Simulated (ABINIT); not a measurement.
```xyz
2
Lattice="0.000 2.184 2.184 2.184 0.000 2.184 2.184 2.184 0.000" Properties=species:S:1:pos:R:3 pbc="T T T" subject="Quasiparticle gap of AlN (F-43m) in ABINIT" method="RPA screening on PBE, plane waves, norm-conserving pseudopotentials (and 2 further levels or steps)" program="ABINIT 10.8.3" settings="cutoff 36 Ha, PseudoDojo scalar-relativistic 0.4.1 standard, norm-conserving, potential set dojo-sr-pbe-0.4.1-standard, ngkpt (8, 8, 8), nband 118, ecuteps 8.8 Ha, inclvkb 2, shiftk (0, 0, 0), symchi 1, awtr 1, frequency ppm, 8×8×8 k-mesh" cost="5 runs, 4.6 min in all on 4 MPI ranks of Arm Neoverse V1, shared host" notes="The program’s warnings: nkpt*nsppol () is not a multiple of nproc spkpt (). The cell and positions are those that the Materials Project relaxed with its own functionals (PBE, PBE+U or r2SCAN), kept fixed. This is not the form that AlN usually takes at ambient conditions." pbe_gap="3.32 eV, indirect" g0w0_gap_on_the_mesh="4.54 eV" gw_settings="8×8×8 mesh, 118 bands, screening to 239.5 eV, Godby-Needs plasmon pole" known_limits="short of the basis limit"
Al    0.000    0.000    0.000
N     3.276    3.276    3.276
```

[Long decimals in the printed logs are rounded to 6 places.]

[Logs are printed without paths, hosts, clocks, repeated set-up lines and the standing remarks that a program may print on its own settings, such as how far it seeks lower states.]

[Paths, hosts, dates, memory and timing lines, banners, echoed tables and standing remarks are left out of the program output; an Ansatz launch command may be rebuilt from the run's recorded settings. Measured values are a selection of at most five: reports struck by readers or far from the other reports are left out. None is set beside runs whose start may be inverted or whose files or cutoffs have a known fault.]

[Runs of the session that timed out or met a known fault of the program may be left out.]

[Hosts, paths, dates, database ids (printed as entryN), source tags and the programs' standing remarks are cut or masked in the printed files.]

[G0W0 gaps are taken among the corrected bands and points alone; a level outside them can change the order at an edge.]

[Where Ansatz stands beside ABINIT at settings called matched, ABINIT's density can come from a denser mesh and the files from another edition; pairs whose starting gaps differed by over 0.03 eV were left out, so agreement reads better than it is.]
